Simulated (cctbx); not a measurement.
## SnPb2: solution and refinement

Cell a = 8.8810 Å, b = 8.8810 Å, c = 8.8810 Å, α = 90.00°, β = 90.00°, γ = 90.00°; space group Fd-3m (no. 227, origin choice 1); content Pb16 Sn8.

The data are simulated with cctbx, not measured: Mo Kα, λ = 0.71073 Å, to d = 0.65 Å, 95 % of the full sphere, strongest reflection 5000 counts, noise from counting, a 6 % proportional error and a noise floor of 8 counts (s.d.); no absorption.

Charge flipping in P1 on plain amplitudes to 0.8 Å, δ = 0.9 σ, 10 % of the reflections treated as weak, 200 cycles:

```text
cycle      R  skewness
    0  0.565     0.44
   16  0.406     3.20
   32  0.326     5.47
   48  0.320     5.34
   64  0.305     5.29
   80  0.295     5.35
   96  0.287     5.12
  112  0.285     5.03
  128  0.285     5.00
  144  0.302     5.09
  160  0.287     4.95
  176  0.285     4.91
  192  0.282     5.07
origin shift          correlation  skewness
 0.435  0.219  0.281      0.873      2.20
 0.190  0.165  0.450      0.816      1.06
 0.433  0.468  0.030      0.863      2.03
 0.366  0.434  0.191      0.886      2.67
taken: symmetry correlation 0.886, skewness 2.67
peak      x       y       z  mult  height/sigma
Q1    0.0000  0.0000  0.0000    8     12.6
Q2    0.1250  0.1250  0.6250   16      7.8
Q3    0.0719  0.0719  0.8425   96      3.1
Q4    0.0000  0.0000  0.2402   48      2.6
Q5    0.0840  0.0840  0.4160   32      1.8
Q6    0.1250  0.1250  0.1250   16      0.6
Q7    0.0000  0.0000  0.5000    8     -0.6
```

The origin is taken among those within 0.04 of the best correlation, by the skewness of the map.

It took 1.7 s on 1 thread of Arm Neoverse V2, on a shared host, peak memory 0.08 GiB.

**Question.** Which peaks are atoms, and which elements?

Heights follow Z only loosely here, so the multiplicities, which must add up to the content, decide. First model: Q1 = Sn1 (8 in the cell, height 12.6) and Q2 = Pb1 (16 in the cell, height 7.8). Against the true structure, Q1 is Sn and Q2 is Pb; the other peaks are not atoms.

Least squares on F², isotropic:

```text
Rint 0.061, 85 unique reflections to 0.65 A
cycle     R1     wR2    GooF  max shift (A)
   1  0.1309  0.2872  14.820   0.00000
   2  0.0078  0.0188   0.971   0.00000
final R1 0.0078 wR2 0.0188 GooF 0.971  parameters 2  data/parameter 42.5
atom        x        y        z      Ueq    occ   su(xyz)  su(Uiso or U11)
Sn1    0.00000  0.00000  0.00000   0.0127  1.000  0.00000  0.0001
Pb1    0.12500  0.12500  0.62500   0.0081  1.000  0.00000  0.0001
difference map: max 1.12 min -1.11 rms 0.19
Q1    0.1178  0.1178  0.3822   32    1.12  2.03 A from Sn1
Q2    0.0000  0.0000  0.3631   48    0.95  1.57 A from Pb1
Q3    0.0155  0.1332  0.1332   96    0.64  1.68 A from Sn1
Q4    0.1250  0.1250  0.6250   16    0.41  0.00 A from Pb1
Q5    0.0977  0.0977  0.0977   32    0.35  1.50 A from Sn1
```

Anisotropic refinement:

```text
Rint 0.061, 85 unique reflections to 0.65 A
cycle     R1     wR2    GooF  max shift (A)
   1  0.0078  0.0188   0.978   0.00000
   2  0.0073  0.0167   0.868   0.00000
final R1 0.0073 wR2 0.0167 GooF 0.868  parameters 3  data/parameter 28.3
atom        x        y        z      Ueq    occ   su(xyz)  su(Uiso or U11)
Sn1    0.00000  0.00000  0.00000   0.0127  1.000  0.00000  0.0001
Pb1    0.12500  0.12500  0.62500   0.0081  1.000  0.00000  0.0001
difference map: max 1.15 min -0.80 rms 0.22
Q1    0.1143  0.1143  0.3857   32    1.16  2.09 A from Sn1
Q2    0.0000  0.0000  0.3643   48    0.87  1.57 A from Pb1
Q3    0.0190  0.1362  0.1362   96    0.66  1.72 A from Sn1
Q4    0.0472  0.0472  0.4528   32    0.54  1.81 A from Pb1
Q5    0.0309  0.0309  0.9691   32    0.50  0.48 A from Sn1
Q6    0.0656  0.0656  0.8464   96    0.50  1.59 A from Sn1
```

**Reading.** The refinement ends at R1 = 0.0073, wR2 = 0.0167, GooF = 0.87, with difference density between -0.80 and 1.15 e/Å³. Every site matches the true model in element, within 0.001 Å r.m.s., up to an allowed shift of origin.

True model:

| atom | mult. | x | y | z | Ueq (Å²) |
| --- | --- | --- | --- | --- | --- |
| Pb1 | 16 | 3/8 | 1/8 | 3/8 | 0.0081 |
| Sn1 | 8 | 1/4 | 3/4 | 1/4 | 0.0128 |

This is a model crystal, built by substitution and not relaxed, with assumed displacement parameters.

[Middle refinement cycles are left out of these outputs.]

[Logs are printed without paths, hosts, clocks, repeated set-up lines and the standing remarks that a program may print on its own settings, such as how far it seeks lower states.]
